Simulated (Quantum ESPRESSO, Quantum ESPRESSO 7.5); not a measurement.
**1T-PtSe2, 1 layer: parallel layout and speed**

Which layout of ranks, pools and threads suits 1T-PtSe2, 1 layer? The physics should not care; the clock does.

Calculated with Quantum ESPRESSO 7.5; plane-wave DFT, PBE, PseudoDojo norm-conserving pseudopotentials.

## (1) The structure

The cell holds 3 atoms: 2 Se and 1 Pt. Its edges and angles: a = 3.750 Å, b = 3.750 Å, c = 19.268 Å, α = 90.0°, β = 90.0°, γ = 120.0°. It derives from PtSe2. Vacuum lies along c.

## (2) Ground state: 4 ranks, 4 pools, 1 thread a rank

The first run is the reference of the series.

Contents of c0.in:

```
&control
  prefix = 'c0'
  outdir = './out'
  pseudo_dir = './pseudo'
  calculation = 'scf'
  tprnfor = .true.
/
&system
  ibrav = 0
  nat = 3
  ntyp = 2
  ecutwfc = 78
  ecutrho = 312
  occupations = 'smearing'
  smearing = 'fd'
  degauss = 0.004
  assume_isolated = 'esm'
  esm_bc = 'bc1'
/
&electrons
  conv_thr = 1e-07
  mixing_beta = 0.4
  electron_maxstep = 120
  mixing_mode = 'local-TF'
/
ATOMIC_SPECIES
  Se  78.9710  Se.dojo-sr-pbe-0.4.1-standard.upf
  Pt  195.0840  Pt.dojo-sr-pbe-0.4.1-standard.upf
CELL_PARAMETERS angstrom
  3.75000000000000 0.00000000000000 0.00000000000000
  -1.87500000000000 3.24759526419164 0.00000000000000
  0.00000000000000 0.00000000000000 19.26771779549397
ATOMIC_POSITIONS crystal
  Se  0.666666666667 0.333333333333 -0.058847597301
  Pt  0.000000000000 0.000000000000 0.000000000000
  Se  0.333333333333 0.666666666667 0.058847597301
K_POINTS automatic
  6 6 1 0 0 0
```

The run is started by

```
> OMP_NUM_THREADS=1 mpirun -n 4 pw.x -nk 4 -in c0.in > c0.out
```

The log of the run:

```text
Program PWSCF v.7.5 starts
[citation notice left out]

     Parallel version (MPI & OpenMP), running on       4 processor cores
     Number of MPI processes:                 4
     Threads/MPI process:                     1

     MPI processes distributed on     1 nodes
[...]
Current dimensions of program PWSCF are:
     Max number of different atomic species (ntypx) = 10
     Max number of k-points (npk) =  40000
     Max angular momentum in pseudopotentials (lmaxx) =  4
     Message from routine setup:
     using ibrav=0 with symmetry is DISCOURAGED, use correct ibrav instead

     K-points division:     npool     =       4
     Subspace diagonalization in iterative solution of the eigenvalue problem:
     a serial algorithm will be used

     G-vector sticks info
     --------------------
     sticks:   dense  smooth     PW     G-vecs:    dense   smooth      PW
     Sum        1069    1069    313               147241   147241   22453

     Using Slab Decomposition

     bravais-lattice index     =            0
     lattice parameter (alat)  =       7.0865  a.u.
     unit-cell volume          =    1583.5072 (a.u.)^3
     number of atoms/cell      =            3
     number of atomic types    =            2
     number of electrons       =        50.00
     number of Kohn-Sham states=           30
     kinetic-energy cutoff     =      78.0000  Ry
     charge density cutoff     =     312.0000  Ry
     scf convergence threshold =      1.0E-07
     mixing beta               =       0.4000
     number of iterations used =            8  local-TF  mixing
     Exchange-correlation= PBE
                           (   1   4   3   4   0   0   0)

     Effective Screening Medium Method
     =================================
     Boundary Conditions: Vacuum-Slab-Vacuum
     total charge in unit cell        =   0.0000
     grid points for fit at edges     =        4

     celldm(1)=   7.086473  celldm(2)=   0.000000  celldm(3)=   0.000000
     celldm(4)=   0.000000  celldm(5)=   0.000000  celldm(6)=   0.000000

     crystal axes: (cart. coord. in units of alat)
               a(1) = (   1.000000   0.000000   0.000000 )
               a(2) = (  -0.500000   0.866025   0.000000 )
               a(3) = (   0.000000   0.000000   5.138058 )

     reciprocal axes: (cart. coord. in units 2 pi/alat)
               b(1) = (  1.000000  0.577350 -0.000000 )
               b(2) = (  0.000000  1.154701  0.000000 )
               b(3) = (  0.000000 -0.000000  0.194626 )

     PseudoPot. # 1 for Se read from file:
     ./pseudo/Se.dojo-sr-pbe-0.4.1-standard.upf
     Pseudo is Norm-conserving + core correction, Zval = 16.0
     Generated using ONCVPSP code by D. R. Hamann
     Using radial grid of 1214 points,  6 beta functions with:
                l(1) =   0
                l(2) =   0
                l(3) =   1
                l(4) =   1
                l(5) =   2
                l(6) =   2

     PseudoPot. # 2 for Pt read from file:
     ./pseudo/Pt.dojo-sr-pbe-0.4.1-standard.upf
     Pseudo is Norm-conserving + core correction, Zval = 18.0
     Generated using ONCVPSP code by D. R. Hamann
     Using radial grid of 1374 points,  8 beta functions with:
                l(1) =   0
                l(2) =   0
                l(3) =   1
                l(4) =   1
                l(5) =   2
                l(6) =   2
                l(7) =   3
                l(8) =   3

     atomic species   valence    mass     pseudopotential
     Se               16.00    78.97100     Se( 1.00)
     Pt               18.00   195.08400     Pt( 1.00)

     12 Sym. Ops., with inversion, found

   Cartesian axes

     site n.     atom                  positions (alat units)
         1        Se     tau(   1) = (   0.5000000   0.2886751  -0.3023624  )
         2        Pt     tau(   2) = (   0.0000000   0.0000000   0.0000000  )
         3        Se     tau(   3) = (  -0.0000000   0.5773503   0.3023624  )

     number of k points=     7  Fermi-Dirac smearing, width (Ry)=  0.0040
                       cart. coord. in units 2pi/alat
        k(    1) = (   0.0000000   0.0000000   0.0000000), wk =   0.0555556
        k(    2) = (   0.0000000   0.1924501   0.0000000), wk =   0.3333333
        k(    3) = (   0.0000000   0.3849002   0.0000000), wk =   0.3333333
        k(    4) = (   0.0000000  -0.5773503   0.0000000), wk =   0.1666667
        k(    5) = (   0.1666667   0.2886751   0.0000000), wk =   0.3333333
        k(    6) = (   0.1666667   0.4811252   0.0000000), wk =   0.6666667
        k(    7) = (   0.3333333   0.5773503   0.0000000), wk =   0.1111111

     Dense  grid:   147241 G-vectors     FFT dimensions: (  40,  40, 216)

     Estimated max dynamical RAM per process >     203.96 MB

     Estimated total dynamical RAM >     708.01 MB

     Initial potential from superposition of free atoms

     starting charge      49.9997, renormalised to      50.0000

     negative rho (up, down):  5.741E-05 0.000E+00
     Starting wfcs are   28 randomized atomic wfcs +    2 random wfcs

     total cpu time spent up to now is        1.0 secs

     per-process dynamical memory:   106.5 Mb

     Self-consistent Calculation

     iteration #  1     ecut=    78.00 Ry     beta= 0.40
     Davidson diagonalization with overlap
     ethr =  1.00E-02,  avg # of iterations = 16.0

     Threshold (ethr) on eigenvalues was too large:
     Diagonalizing with lowered threshold

     Davidson diagonalization with overlap
     ethr =  5.18E-04,  avg # of iterations = 10.9

     negative rho (up, down):  2.503E-04 0.000E+00

     total cpu time spent up to now is        6.0 secs

     total energy              =    -746.16562852 Ry
     estimated scf accuracy    <       0.27653808 Ry

     iteration #  2     ecut=    78.00 Ry     beta= 0.40
[...]
negative rho (up, down):  7.919E-04 0.000E+00

[...]
total energy              =    -746.14536161 Ry
     estimated scf accuracy    <       0.08727719 Ry

     iteration #  3     ecut=    78.00 Ry     beta= 0.40
[...]
c_bands:  1 eigenvalues not converged
     c_bands:  2 eigenvalues not converged
[...]
negative rho (up, down):  6.653E-04 0.000E+00

[...]
total energy              =    -746.18217419 Ry
     estimated scf accuracy    <       0.00624782 Ry

     iteration #  4     ecut=    78.00 Ry     beta= 0.40
[...]
c_bands:  3 eigenvalues not converged
     c_bands:  3 eigenvalues not converged
[...]
negative rho (up, down):  4.945E-04 0.000E+00

[...]
total energy              =    -746.18799927 Ry
     estimated scf accuracy    <       0.00199705 Ry

     iteration #  5     ecut=    78.00 Ry     beta= 0.40
[...]
c_bands:  3 eigenvalues not converged
     c_bands:  3 eigenvalues not converged
[...]
negative rho (up, down):  2.423E-04 0.000E+00

[...]
total energy              =    -746.18816555 Ry
     estimated scf accuracy    <       0.00054439 Ry

     iteration #  6     ecut=    78.00 Ry     beta= 0.40
[...]
c_bands:  3 eigenvalues not converged
     c_bands:  3 eigenvalues not converged
[...]
negative rho (up, down):  2.046E-08 0.000E+00

[...]
total energy              =    -746.18845480 Ry
     estimated scf accuracy    <       0.00002532 Ry

     iteration #  7     ecut=    78.00 Ry     beta= 0.40
[...]
total energy              =    -746.18851200 Ry
     estimated scf accuracy    <       0.00002682 Ry

     iteration #  8     ecut=    78.00 Ry     beta= 0.40
[...]
total energy              =    -746.18852378 Ry
     estimated scf accuracy    <       0.00000203 Ry

     iteration #  9     ecut=    78.00 Ry     beta= 0.40
[...]
total energy              =    -746.18852150 Ry
     estimated scf accuracy    <       0.00000635 Ry

     iteration # 10     ecut=    78.00 Ry     beta= 0.40
[...]
total energy              =    -746.18851905 Ry
     estimated scf accuracy    <       0.00000213 Ry

     iteration # 11     ecut=    78.00 Ry     beta= 0.40
[...]
total energy              =    -746.18851546 Ry
     estimated scf accuracy    <       0.00000019 Ry

     iteration # 12     ecut=    78.00 Ry     beta= 0.40
[...]
total energy              =    -746.18851219 Ry
     estimated scf accuracy    <       0.00000055 Ry

     iteration # 13     ecut=    78.00 Ry     beta= 0.40
[...]
total energy              =    -746.18850732 Ry
     estimated scf accuracy    <       0.00000023 Ry

     iteration # 14     ecut=    78.00 Ry     beta= 0.40
[...]
End of self-consistent calculation

          k = 0.0000 0.0000 0.0000 ( 18367 PWs)   bands (ev):

  -104.5871 -58.8321 -58.8321 -58.5764 -53.3122 -53.3122 -53.3087 -53.3087
   -53.2351 -53.2351 -53.2285 -53.2285 -53.2041 -53.2040 -20.5711 -17.8602
   -11.8342 -11.8342 -10.9666  -9.0062  -9.0062  -6.6615  -6.2968  -6.0276
    -6.0276  -2.4397  -2.4397  -1.0378  -0.7036   0.0552

          k = 0.0000 0.1925 0.0000 ( 18371 PWs)   bands (ev):

  -104.5871 -58.8344 -58.8328 -58.5763 -53.3120 -53.3116 -53.3097 -53.3090
   -53.2345 -53.2341 -53.2298 -53.2288 -53.2042 -53.2039 -20.2483 -17.9956
   -11.7037 -11.6090 -10.7369  -9.4643  -9.2158  -7.7282  -6.1751  -6.0244
    -5.7136  -3.8881  -2.8015  -0.3248  -0.1239   0.3571

          k = 0.0000 0.3849 0.0000 ( 18421 PWs)   bands (ev):

  -104.5870 -58.8388 -58.8340 -58.5760 -53.3116 -53.3115 -53.3104 -53.3097
   -53.2333 -53.2332 -53.2311 -53.2296 -53.2043 -53.2038 -19.4432 -18.2918
   -11.7796 -11.1455 -10.6815  -9.7543  -9.2970  -8.2633  -7.2044  -7.1524
    -5.9837  -3.9055  -2.7592  -0.6544   0.8867   1.0072

          k = 0.0000-0.5774 0.0000 ( 18436 PWs)   bands (ev):

  -104.5869 -58.8410 -58.8347 -58.5758 -53.3125 -53.3112 -53.3101 -53.3098
   -53.2342 -53.2321 -53.2305 -53.2304 -53.2044 -53.2037 -18.7541 -18.6192
   -12.4921 -10.9637  -9.8910  -9.7585  -8.6153  -8.5296  -8.3714  -7.6898
    -6.9006  -3.2069  -2.5785  -0.6641   0.5899   2.1232

          k = 0.1667 0.2887 0.0000 ( 18440 PWs)   bands (ev):

  -104.5870 -58.8373 -58.8341 -58.5761 -53.3117 -53.3110 -53.3107 -53.3096
   -53.2340 -53.2325 -53.2314 -53.2292 -53.2043 -53.2039 -19.6796 -18.2027
   -11.4410 -11.3110 -10.7332  -9.7411  -9.6595  -8.3367  -6.8000  -6.6542
    -5.4764  -3.9111  -3.6468   0.4809   0.4910   0.8276

          k = 0.1667 0.4811 0.0000 ( 18460 PWs)   bands (ev):

  -104.5869 -58.8399 -58.8357 -58.5758 -53.3122 -53.3114 -53.3104 -53.3095
   -53.2348 -53.2317 -53.2311 -53.2296 -53.2043 -53.2038 -18.9028 -18.4651
   -12.0327 -11.1259 -10.5253  -9.5696  -9.4782  -8.5729  -7.9520  -7.2267
    -6.3526  -3.5882  -3.2884   0.1505   1.5030   1.9788

[...]
the Fermi energy is    -4.7191 ev

!    total energy              =    -746.18850517 Ry
     estimated scf accuracy    <       0.00000006 Ry
     smearing contrib. (-TS)   =      -0.00000004 Ry
     internal energy E=F+TS    =    -746.18850513 Ry

     The total energy is F=E-TS. E is the sum of the following terms:
     one-electron contribution =    1268.86392401 Ry
     hartree contribution      =    -651.81629099 Ry
     xc contribution           =    -144.53491418 Ry
     ewald contribution        =   -1218.70122397 Ry

     convergence has been achieved in  14 iterations

     Forces acting on atoms (cartesian axes, Ry/au):

     atom    1 type  1   force =     0.00000000    0.00000000   -0.08388089
     atom    2 type  2   force =     0.00000000    0.00000000    0.00000000
     atom    3 type  1   force =     0.00000000    0.00000000    0.08388089

     Total force =     0.118625     Total SCF correction =     0.001100

[...]
=------------------------------------------------------------------------------=
   JOB DONE.
=------------------------------------------------------------------------------=
[...]
```

Run time: 47 s. Hardware: 4 MPI ranks of Arm Neoverse V2, shared host; peak memory 0.71 GiB; 3.2 min of CPU time.

Read from the output:

```
free energy                                                    : -10152.4118 eV
Fermi energy                                                   : -4.719 eV
valence top, on the run's zero                                 : -5.476 eV
conduction bottom, on the run's zero                           : -3.911 eV
gap by band count                                              : 1.565 eV
vacuum line at the lower end of the cell, over the valence top : 5.476 eV
vacuum line at the upper end of the cell, over the valence top : 5.476 eV
```

Electrostatic potential energy of an electron; zero at the highest filled level of the SCF mesh. Table of potential energy, planar mean by z:

| z (Å) | potential energy, planar mean (eV) |
| --- | --- |
| -9 | 5.48 |
| -8 | 5.48 |
| -7 | 5.48 |
| -6 | 5.48 |
| -5 | 5.48 |
| -4 | 5.46 |
| -3 | 5.28 |
| -2 | 2.03 |
| -1 | -10.7 |
| 0 | -21.8 |
| 1 | -10.7 |
| 2 | 2.03 |
| 3 | 5.28 |
| 4 | 5.46 |
| 5 | 5.48 |
| 6 | 5.48 |
| 7 | 5.48 |
| 8 | 5.48 |
| 9 | 5.48 |

The program's own clock; routines nest. Time by routine:

| routine | wall time (s) | calls |
| --- | --- | --- |
| PWSCF | 46.85 | 1 |
| electrons | 45.51 | 1 |
| c_bands | 29.04 | 15 |
| cegterg | 26.29 | 30 |
| h_psi | 20.24 | 339 |
| fftw | 17.01 | 7356 |
| vloc_psi | 16.58 | 339 |
| mix_rho | 12.03 | 15 |
| ffts | 7.07 | 1614 |
| sum_band | 2.82 | 15 |
| calbec | 1.86 | 347 |
| add_vuspsi | 1.83 | 339 |
| h_psi:calbec | 1.75 | 339 |
| v_of_rho | 1.5 | 15 |

The vacuum levels are read from the outermost 0.7 Å of the cell on either side.

The run needed 14 iterations to bring the estimated error under 1e-07 Ry; the largest force on any atom, held or free, is 2.16 eV/Å, so this geometry is far from relaxed and its levels are not those of the real material.

Inside the slab this potential holds the local part of the pseudopotentials, which can be repulsive at the nuclei; only its value in the vacuum has a meaning of its own.

## (3) Ground state: 4 ranks, 2 pools, 1 thread a rank

c1.in is the input of step 2 with these lines changed:

```diff
@@ -1,3 +1,3 @@
 &control
-  prefix = 'c0'
+  prefix = 'c1'
   outdir = './out'
```

The run is started by

```
> OMP_NUM_THREADS=1 mpirun -n 4 pw.x -nk 2 -in c1.in > c1.out
```

The log of the run:

```text
[banner, memory and clock lines left out]
Program PWSCF v.7.5 starts
[...]
Message from routine setup:
[...]
number of electrons       =        50.00
     number of Kohn-Sham states=           30
     kinetic-energy cutoff     =      78.0000  Ry
     charge density cutoff     =     312.0000  Ry
[...]
number of k points=     7  Fermi-Dirac smearing, width (Ry)=  0.0040
[...]
Dense  grid:   147241 G-vectors     FFT dimensions: (  40,  40, 216)
[...]
negative rho (up, down):  5.741E-05 0.000E+00
     Starting wfcs are   28 randomized atomic wfcs +    2 random wfcs
[...]
negative rho (up, down):  2.475E-04 0.000E+00
[...]
estimated scf accuracy    <       0.27729597 Ry
[...]
negative rho (up, down):  8.757E-04 0.000E+00
[...]
estimated scf accuracy    <       0.08775543 Ry
[...]
negative rho (up, down):  7.604E-04 0.000E+00
[...]
estimated scf accuracy    <       0.00613829 Ry
[...]
negative rho (up, down):  5.347E-04 0.000E+00
[...]
estimated scf accuracy    <       0.00202983 Ry
[...]
negative rho (up, down):  2.011E-04 0.000E+00
[...]
estimated scf accuracy    <       0.00059675 Ry
[...]
estimated scf accuracy    <       0.00002661 Ry
[...]
estimated scf accuracy    <       0.00000887 Ry
[...]
estimated scf accuracy    <       0.00000239 Ry
[...]
estimated scf accuracy    <       0.00000091 Ry
[...]
estimated scf accuracy    <       0.00000070 Ry
[...]
estimated scf accuracy    <       0.00000014 Ry
[...]
the Fermi energy is    -4.7218 ev
!    total energy              =    -746.18850522 Ry
     estimated scf accuracy    <       0.00000004 Ry
     smearing contrib. (-TS)   =      -0.00000004 Ry
     internal energy E=F+TS    =    -746.18850518 Ry
[...]
one-electron contribution =    1268.86938551 Ry
     hartree contribution      =    -651.82214832 Ry
     xc contribution           =    -144.53451840 Ry
     ewald contribution        =   -1218.70122397 Ry
     convergence has been achieved in  12 iterations
[...]
Total force =     0.119074     Total SCF correction =     0.001431
[...]
```

It took 37 s on 4 MPI ranks; peak memory 0.51 GiB.

Read from the output:

```
Fermi energy                                                   : -4.722 eV
valence top, on the run's zero                                 : -5.479 eV
conduction bottom, on the run's zero                           : -3.914 eV
vacuum line at the lower end of the cell, over the valence top : 5.479 eV
vacuum line at the upper end of the cell, over the valence top : 5.479 eV
```

The program's own clock; routines nest. Time by routine:

| routine | wall time (s) | calls |
| --- | --- | --- |
| PWSCF | 36.41 | 1 |
| electrons | 35.35 | 1 |
| c_bands | 27.36 | 13 |
| cegterg | 25.57 | 52 |
| h_psi | 19.92 | 662 |
| fftw | 17.21 | 13148 |
| vloc_psi | 16.63 | 662 |
| mix_rho | 4.77 | 13 |
| ffts | 2.71 | 1366 |
| sum_band | 2.54 | 13 |
| calbec | 1.68 | 678 |
| add_vuspsi | 1.64 | 662 |
| h_psi:calbec | 1.58 | 662 |
| init_run | 0.74 | 1 |

Counted from each run's own zero (the valence top), the vacuum level differs from the first run's by +3 meV.

## (4) Self-consistent run: 4 ranks, 1 pool, 1 thread a rank

c2.in is the input of step 3 with these lines changed:

```diff
@@ -1,3 +1,3 @@
 &control
-  prefix = 'c1'
+  prefix = 'c2'
   outdir = './out'
```

The run is started by

```
> OMP_NUM_THREADS=1 mpirun -n 4 pw.x -nk 1 -in c2.in > c2.out
```

The log of the run:

```text
[banner, memory and clock lines left out]
Program PWSCF v.7.5 starts
[...]
Message from routine setup:
[...]
number of electrons       =        50.00
     number of Kohn-Sham states=           30
     kinetic-energy cutoff     =      78.0000  Ry
     charge density cutoff     =     312.0000  Ry
[...]
number of k points=     7  Fermi-Dirac smearing, width (Ry)=  0.0040
[...]
Dense  grid:   147241 G-vectors     FFT dimensions: (  40,  40, 216)
[...]
negative rho (up, down):  5.741E-05 0.000E+00
     Starting wfcs are   28 randomized atomic wfcs +    2 random wfcs
[...]
negative rho (up, down):  2.625E-04 0.000E+00
[...]
estimated scf accuracy    <       0.27896771 Ry
[...]
negative rho (up, down):  7.268E-04 0.000E+00
[...]
estimated scf accuracy    <       0.08805051 Ry
[...]
negative rho (up, down):  6.020E-04 0.000E+00
[...]
estimated scf accuracy    <       0.00654917 Ry
[...]
negative rho (up, down):  4.870E-04 0.000E+00
[...]
estimated scf accuracy    <       0.00218242 Ry
[...]
negative rho (up, down):  2.907E-04 0.000E+00
[...]
estimated scf accuracy    <       0.00082248 Ry
[...]
negative rho (up, down):  6.075E-05 0.000E+00
[...]
estimated scf accuracy    <       0.00002591 Ry
[...]
estimated scf accuracy    <       0.00000935 Ry
[...]
estimated scf accuracy    <       0.00000269 Ry
[...]
estimated scf accuracy    <       0.00000091 Ry
[...]
estimated scf accuracy    <       0.00000043 Ry
[...]
estimated scf accuracy    <       0.00000015 Ry
[...]
estimated scf accuracy    <       0.00000011 Ry
[...]
the Fermi energy is    -4.7197 ev
!    total energy              =    -746.18850522 Ry
     estimated scf accuracy    <       0.00000005 Ry
     smearing contrib. (-TS)   =      -0.00000004 Ry
     internal energy E=F+TS    =    -746.18850518 Ry
[...]
one-electron contribution =    1268.87546447 Ry
     hartree contribution      =    -651.82823775 Ry
     xc contribution           =    -144.53450793 Ry
     ewald contribution        =   -1218.70122397 Ry
     convergence has been achieved in  13 iterations
[...]
Total force =     0.118640     Total SCF correction =     0.001374
[...]
```

It took 33 s on 4 MPI ranks; peak memory 0.4 GiB.

This step gave:

- Fermi energy: -4.720 eV
- valence top, on the run's zero: -5.477 eV
- conduction bottom, on the run's zero: -3.912 eV
- vacuum line at the lower end of the cell, over the valence top: 5.477 eV
- vacuum line at the upper end of the cell, over the valence top: 5.477 eV

The program's own clock; routines nest. Time by routine:

| routine | wall time (s) | calls |
| --- | --- | --- |
| PWSCF | 32.04 | 1 |
| electrons | 31.17 | 1 |
| c_bands | 25.61 | 14 |
| cegterg | 24.78 | 98 |
| h_psi | 18.88 | 1227 |
| fftw | 16.35 | 24168 |
| vloc_psi | 15.68 | 1227 |
| mix_rho | 2.77 | 14 |
| sum_band | 2.4 | 14 |
| calbec | 1.66 | 1255 |
| add_vuspsi | 1.57 | 1227 |
| h_psi:calbec | 1.56 | 1227 |
| ffts | 1.55 | 1490 |
| cdiaghg | 0.93 | 1213 |

Counted from each run's own zero (the valence top), the vacuum level differs from the first run's by +1 meV.

(Part 1 of 2 ends here.)

[Logs are printed without paths, hosts, clocks, repeated set-up lines and the standing remarks that a program may print on its own settings, such as how far it seeks lower states.]

[Hosts, paths, dates, database ids (printed as entryN), source tags and the programs' standing remarks are cut or masked in the printed files.]

[Maps of the electrostatic potential energy from Ansatz leave out the sawtooth potential of an applied field or a dipole correction, so their vacuum need not be flat; planar profiles and work functions include it.]
